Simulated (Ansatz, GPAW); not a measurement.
# How TaCuP2 (model structure) absorbs and reflects light, part 3 of 3

Aim: the dielectric function of TaCuP2 (model structure), and the optical constants that follow from it. The cell was made here by substitution or stacking, whether or not such a phase is known. It was built so: All N replaced by P in the R-3m structure of TaCuN2. The cell is first relaxed with Ansatz.

GPAW 26.7.0; DFT, PBE, plane-wave PAW (GPAW data sets), scalar-relativistic, RPA, optical limit.

So far. Step 3 (Ground state): There are states at the Fermi level within the smearing, so the occupations stay smeared and the carriers get a Drude term.

### Step 5. Dielectric function, RPA

Transitions between filled and empty bands, summed over the zone, give the optical response, so mesh, band count and broadening shape it.

The induced potential is part of this response.

This step: DFT, PBE, plane-wave PAW (GPAW data sets), scalar-relativistic, RPA, optical limit (GPAW 26.7.0).

df.py reads:

```python
from gpaw.response.df import DielectricFunction

df = DielectricFunction('full.gpw', frequencies={'type': 'nonlinear', 'domega0': 0.03, 'omega2': 8},
                        ecut=60,
                        eta=0.1,
                        nbands=52,
                        rate=0.1,
                        txt='df.txt')
for direction in ['x', 'z']:
    df.get_dielectric_function(xc='RPA', direction=direction, filename=f'df_{direction}.csv')
```

Run with:

```
$ OMP_NUM_THREADS=1 python df.py
```

Numbers of over 12 decimals in the logs are rounded to 6 here.

The program printed:

```text
Using integrator: PointIntegrator
NonLinearFrequencyDescriptor(from 0.000 to 97.120 eV, 538 points)
Nonperiodic BCs:  [False False False]
Using integrator: PointIntegrator
NonLinearFrequencyDescriptor(from 0.000 to 97.120 eV, 538 points)
Nonperiodic BCs:  [False False False]
Using integrator: PointIntegrator

Calculating chi0 body with:
    Ground state adapter containing:
    Number of spins: 1
    Number of kpoints: 1331
    Number of irreducible kpoints: 146
    Number of completely occupied states: 15
    Number of partially occupied states: 18

    Linear response parametrization:
    q_c: [0.0, 0.0, 0.0]
    Number of frequency points: 538
    Planewave cutoff: 60.0
    Number of bands: 52
    Number of planewaves: 63
    Broadening (eta): 0.1

Integrating chi0 body.

Symmetries of q_c:
    Direct symmetries (Uq -> q): 12
    Indirect symmetries (TUq -> q): 0
In total 12 allowed symmetries.

146 groups of equivalent kpoints. 89.030804% reduction.

Integral kind: spectral function

Calculating chi0 optical extensions with:
    Ground state adapter containing:
    Number of spins: 1
    Number of kpoints: 1331
    Number of irreducible kpoints: 146
    Number of completely occupied states: 15
    Number of partially occupied states: 18

    Linear response parametrization:
    Number of frequency points: 538
    Planewave cutoff: 60.0
    Number of bands: 52
    Number of planewaves: 63
    Broadening (eta): 0.1
Integrating chi0 head and wings.

Symmetries of q_c:
    Direct symmetries (Uq -> q): 12
    Indirect symmetries (TUq -> q): 0
In total 12 allowed symmetries.

146 groups of equivalent kpoints. 89.030804% reduction.

Integral kind: spectral function wings

Calculating drude chi0 with:
    Number of frequency points:538
    Plasma frequency decay rate: 0.1 eV

    Ground state adapter containing:
    Number of spins: 1
    Number of kpoints: 1331
    Number of irreducible kpoints: 146
    Number of completely occupied states: 15
    Number of partially occupied states: 18

Symmetries of q_c:
    Direct symmetries (Uq -> q): 12
    Indirect symmetries (TUq -> q): 0
In total 12 allowed symmetries.

146 groups of equivalent kpoints. 89.030804% reduction.

Integral kind: intraband
Plasma frequency:
[[3.26-0.j 0.  -0.j 0.  +0.j]
 [0.  -0.j 3.26-0.j 0.  +0.j]
 [0.  +0.j 0.  +0.j 2.44+0.j]]
```

Run time: 5.8 min. Hardware: 1 thread of Arm Neoverse V1, shared host; peak memory 0.5 GiB.

Some rows of df_x.csv (energy; Re and Im without local fields; Re and Im with them):

```text
0.000000, 1119.960672, -0.000000, 1118.741581, -0.000000
0.555532, -5.566556, 26.960683, -7.379440, 26.614434
1.143969, 19.199769, 19.241063, 17.314345, 18.033586
1.768324, 2.442253, 23.313084, 2.681666, 22.329178
2.431988, -1.794478, 17.340029, -1.433165, 16.778965
3.138794, -2.598602, 12.329653, -1.903198, 12.404410
3.893091, -0.969108, 8.105076, -1.081112, 8.399256
4.699832, -0.512487, 6.955763, -0.794275, 6.846238
5.564682, -0.900980, 6.609734, -1.057116, 6.456405
6.494155, -1.907706, 5.344573, -2.090103, 5.160472
7.495775, -0.433694, 4.994761, -0.644917, 4.711935
8.578281, -0.838596, 4.371659, -1.120186, 3.998375
9.751884, -1.685895, 2.822521, -1.800225, 2.423990
11.028587, -1.515389, 2.393981, -1.075250, 1.916942
12.422601, -1.160980, 1.648157, -0.790407, 1.449341
13.950874, -0.887882, 1.249395, -0.566359, 1.163692
15.633783, -0.624101, 0.676164, -0.386565, 0.818968
17.496047, -0.269230, 0.445137, -0.128196, 0.622008
19.567954, 0.021877, 0.254095, 0.052051, 0.381488
```

The Im ε has structure finer than the step of the table below, so its rows give means over 1 eV, whole bins alone (the curve runs from 0.305 to 21.9 eV). Peaks (eV: height): E ∥ x 1.5: 33.2; E ∥ z 3.0: 15.3.

Sum at mesh points, not converged in k. Table of Im ε by photon energy; means over each step:

| photon energy (eV) | E ∥ x | E ∥ z |
| --- | --- | --- |
| 1 | 24.0 | 7.00 |
| 2 | 22.3 | 10.2 |
| 3 | 12.9 | 13.6 |
| 4 | 8.25 | 12.1 |
| 5 | 7.40 | 8.39 |
| 6 | 6.36 | 8.63 |
| 7 | 4.41 | 7.72 |
| 8 | 4.34 | 6.04 |
| 9 | 3.70 | 3.73 |
| 10 | 2.29 | 2.41 |
| 11 | 1.87 | 1.64 |
| 12 | 1.55 | 1.40 |
| 13 | 1.35 | 1.13 |
| 14 | 1.14 | 0.924 |
| 15 | 0.898 | 0.638 |
| 16 | 0.725 | 0.581 |
| 17 | 0.630 | 0.550 |
| 18 | 0.551 | 0.552 |
| 19 | 0.419 | 0.463 |
| 20 | 0.347 | 0.325 |
| 21 | 0.328 | 0.261 |

Values under 1 per cm are given as 1; sum at mesh points, not converged in k. Table of absorption coefficient by photon energy:

| photon energy (eV) | E ∥ x (1/cm) | E ∥ z (1/cm) |
| --- | --- | --- |
| 1.01 | 2.5e5 | 1.1e5 |
| 1.99 | 6.4e5 | 2.5e5 |
| 3.02 | 8.2e5 | 6.8e5 |
| 3.98 | 8.6e5 | 9.5e5 |
| 4.98 | 9.4e5 | 9.3e5 |
| 6.02 | 1.2e6 | 1.3e6 |
| 6.99 | 1.1e6 | 1.5e6 |
| 8.03 | 1.4e6 | 1.9e6 |
| 9.02 | 1.6e6 | 1.8e6 |
| 10.03 | 1.5e6 | 1.7e6 |
| 11.03 | 1.4e6 | 1.6e6 |
| 12.02 | 1.4e6 | 1.5e6 |
| 13.00 | 1.4e6 | 1.5e6 |
| 14.04 | 1.4e6 | 1.4e6 |
| 14.96 | 1.3e6 | 1.3e6 |
| 16.03 | 1.2e6 | 1.2e6 |
| 16.96 | 1.1e6 | 1.0e6 |
| 18.05 | 1.1e6 | 1.0e6 |
| 18.97 | 9.2e5 | 1.0e6 |
| 20.06 | 7.0e5 | 7.8e5 |
| 20.95 | 7.1e5 | 6.3e5 |

Sum at mesh points, not converged in k. The Im ε, E ∥ x by photon energy; read off at these points:

| photon energy (eV) | without local fields | with local fields |
| --- | --- | --- |
| 0.5 | 32.9 | 32.7 |
| 1.0 | 20.7 | 19.8 |
| 1.5 | 34.5 | 32.6 |
| 2.0 | 23.7 | 22.8 |
| 2.5 | 16.9 | 16.2 |
| 3.0 | 13.4 | 13.0 |
| 3.5 | 9.35 | 9.60 |
| 4.0 | 7.74 | 8.00 |
| 4.5 | 8.45 | 8.28 |
| 5.0 | 8.02 | 7.73 |
| 5.5 | 6.85 | 6.69 |
| 6.0 | 7.17 | 7.00 |
| 6.5 | 5.32 | 5.14 |
| 7.0 | 4.27 | 4.09 |
| 7.5 | 5.00 | 4.72 |
| 8.0 | 4.45 | 4.25 |
| 8.5 | 4.21 | 3.89 |
| 9.0 | 4.18 | 3.79 |
| 9.5 | 3.35 | 2.99 |
| 10.0 | 2.66 | 2.21 |
| 10.5 | 2.57 | 1.94 |
| 11.0 | 2.43 | 1.92 |
| 11.5 | 1.95 | 1.69 |
| 12.0 | 1.79 | 1.53 |
| 12.5 | 1.61 | 1.44 |
| 13.0 | 1.44 | 1.38 |
| 13.5 | 1.29 | 1.19 |
| 14.0 | 1.23 | 1.16 |
| 14.5 | 1.09 | 1.05 |
| 15.0 | 0.897 | 0.888 |
| 15.5 | 0.683 | 0.832 |
| 16.0 | 0.594 | 0.712 |
| 16.5 | 0.526 | 0.621 |
| 17.0 | 0.530 | 0.656 |
| 17.5 | 0.445 | 0.622 |
| 18.0 | 0.397 | 0.565 |
| 18.5 | 0.310 | 0.447 |
| 19.0 | 0.282 | 0.418 |
| 19.5 | 0.258 | 0.382 |
| 20.0 | 0.229 | 0.334 |
| 20.5 | 0.222 | 0.339 |
| 21.0 | 0.195 | 0.337 |
| 21.5 | 0.171 | 0.292 |

The reflectivity at normal incidence has structure finer than the step of the table below, so its rows give means over 0.5 eV, whole bins alone (the curve runs from 0.305 to 21.9 eV). Peaks (eV: height): E ∥ x 1.52: 58.2, 6.23: 44.2, 9.55: 46.5; E ∥ z 3.02: 44.0, 9.48: 53.4, 14.49: 44.8, 19.57: 27.4.

Sum at mesh points, not converged in k. Table of reflectivity at normal incidence by photon energy; means over each step:

| photon energy (eV) | E ∥ x (%) | E ∥ z (%) |
| --- | --- | --- |
| 1.0 | 49.5 | 31.4 |
| 1.5 | 56.4 | 36.2 |
| 2.0 | 53.8 | 40.0 |
| 2.5 | 52.2 | 40.8 |
| 3.0 | 48.9 | 42.6 |
| 3.5 | 46.2 | 41.9 |
| 4.0 | 41.0 | 42.9 |
| 4.5 | 38.8 | 41.1 |
| 5.0 | 37.7 | 35.5 |
| 5.5 | 38.9 | 36.2 |
| 6.0 | 40.0 | 39.5 |
| 6.5 | 42.3 | 39.8 |
| 7.0 | 34.5 | 40.1 |
| 7.5 | 33.9 | 44.9 |
| 8.0 | 37.8 | 50.2 |
| 8.5 | 36.2 | 49.9 |
| 9.0 | 39.7 | 50.4 |
| 9.5 | 44.6 | 52.3 |
| 10.0 | 42.3 | 50.3 |
| 10.5 | 39.3 | 51.9 |
| 11.0 | 36.3 | 49.1 |
| 11.5 | 36.9 | 44.9 |
| 12.0 | 33.6 | 44.3 |
| 12.5 | 32.9 | 42.8 |
| 13.0 | 33.7 | 43.4 |
| 13.5 | 32.6 | 41.2 |
| 14.0 | 31.5 | 40.7 |
| 14.5 | 32.8 | 43.7 |
| 15.0 | 32.3 | 41.8 |
| 15.5 | 30.4 | 35.7 |
| 16.0 | 31.3 | 33.0 |
| 16.5 | 28.4 | 29.0 |
| 17.0 | 24.1 | 25.6 |
| 17.5 | 24.1 | 23.5 |
| 18.0 | 25.4 | 21.7 |
| 18.5 | 24.8 | 23.7 |
| 19.0 | 22.8 | 24.8 |
| 19.5 | 20.0 | 26.5 |
| 20.0 | 17.4 | 22.8 |
| 20.5 | 14.0 | 21.0 |
| 21.0 | 13.8 | 17.7 |
| 21.5 | 12.9 | 15.9 |

The loss function −Im 1/ε at q → 0 has structure finer than the step of the table below, so its rows give means over 0.5 eV, whole bins alone (the curve runs from 0.305 to 21.9 eV). Peaks (eV: height): E ∥ x 19.81: 2.78; E ∥ z 20.57: 3.49.

Sum at mesh points, not converged in k. The loss function −Im 1/ε at q → 0 by energy loss; means over each step:

| energy loss (eV) | E ∥ x | E ∥ z |
| --- | --- | --- |
| 1.0 | 0.0344 | 0.0565 |
| 1.5 | 0.0303 | 0.0290 |
| 2.0 | 0.0456 | 0.0343 |
| 2.5 | 0.0606 | 0.0448 |
| 3.0 | 0.0769 | 0.0551 |
| 3.5 | 0.0992 | 0.0668 |
| 4.0 | 0.122 | 0.0801 |
| 4.5 | 0.130 | 0.101 |
| 5.0 | 0.134 | 0.120 |
| 5.5 | 0.146 | 0.114 |
| 6.0 | 0.143 | 0.110 |
| 6.5 | 0.170 | 0.127 |
| 7.0 | 0.226 | 0.129 |
| 7.5 | 0.207 | 0.120 |
| 8.0 | 0.208 | 0.125 |
| 8.5 | 0.233 | 0.151 |
| 9.0 | 0.221 | 0.165 |
| 9.5 | 0.230 | 0.181 |
| 10.0 | 0.295 | 0.213 |
| 10.5 | 0.358 | 0.235 |
| 11.0 | 0.397 | 0.299 |
| 11.5 | 0.432 | 0.359 |
| 12.0 | 0.507 | 0.394 |
| 12.5 | 0.539 | 0.444 |
| 13.0 | 0.560 | 0.491 |
| 13.5 | 0.651 | 0.573 |
| 14.0 | 0.697 | 0.636 |
| 14.5 | 0.745 | 0.677 |
| 15.0 | 0.878 | 0.902 |
| 15.5 | 0.987 | 1.20 |
| 16.0 | 1.12 | 1.33 |
| 16.5 | 1.39 | 1.60 |
| 17.0 | 1.48 | 1.70 |
| 17.5 | 1.55 | 1.80 |
| 18.0 | 1.69 | 1.76 |
| 18.5 | 2.10 | 1.87 |
| 19.0 | 2.38 | 2.07 |
| 19.5 | 2.60 | 2.62 |
| 20.0 | 2.70 | 3.08 |
| 20.5 | 2.40 | 3.28 |
| 21.0 | 2.39 | 3.18 |
| 21.5 | 2.38 | 2.98 |

At chosen wavelengths:

| wavelength (nm) | n x | k x | R (%) x | 1/α x | n z | k z | R (%) z | 1/α z |
| --- | --- | --- | --- | --- | --- | --- | --- | --- |
| 1550 | 4.12 | 2.762 | 51.3 | 45 nm | 3.05 | 1.294 | 32.5 | 95 nm |
| 1064 | 4.71 | 1.990 | 48.5 | 43 nm | 3.29 | 0.670 | 30.2 | 126 nm |
| 532 | 2.97 | 3.122 | 53.4 | 14 nm | 3.74 | 1.624 | 40.4 | 26 nm |
| 405 | 2.41 | 2.692 | 48.9 | 12 nm | 3.27 | 2.200 | 43.3 | 15 nm |
| 365 | 2.03 | 2.523 | 47.8 | 12 nm | 3.06 | 2.191 | 42.5 | 13 nm |
| 248 | 2.04 | 1.893 | 36.4 | 10 nm | 2.17 | 1.824 | 35.1 | 11 nm |
| 193 | 1.36 | 1.977 | 42.6 | 7.8 nm | 1.89 | 2.050 | 39.8 | 7.5 nm |

A polished face would reflect 47 % of daylight and look light grey (CIE x = 0.315, y = 0.332 under D65).

### Step 6. Outcome

At this level (PBE, RPA) TaCuP2 is a metal. The mesh is too coarse to trust the carriers' weight, the reflectivity or the colour to better than tens of per cent. The cell shrank by 5.9 % in volume. A polished face would reflect 47 % of daylight and look light grey (CIE x = 0.315, y = 0.332 under D65). The carriers' damping of 0.1 eV is typed, not computed; it shapes the response at the lowest energies. Spin-orbit coupling is left out although heavy atoms are present. In this version of GPAW the matrix elements of the optical limit are incomplete, which can lower ε − 1 by up to a tenth where first-row anions or d states rule, and shift it by more in d metals. GPAW's carrier term has the form −ωp²/(ω + i·rate)², which damps like twice the rate and fails at low energy, so the curves leave the lowest energies out. The sum runs over mesh points 0.21 Å⁻¹ apart with no interpolation, so peaks are partly noise of the mesh, and the Drude plasma energy, a sum over the Fermi surface, isn't converged.

[Machine, clock and banner lines and Python warnings are left out of the logs.]

[Logs are printed without paths, hosts, clocks, repeated set-up lines and the standing remarks that a program may print on its own settings, such as how far it seeks lower states.]

[Hosts, paths, dates, database ids (printed as entryN), source tags and the programs' standing remarks are cut or masked in the printed files.]
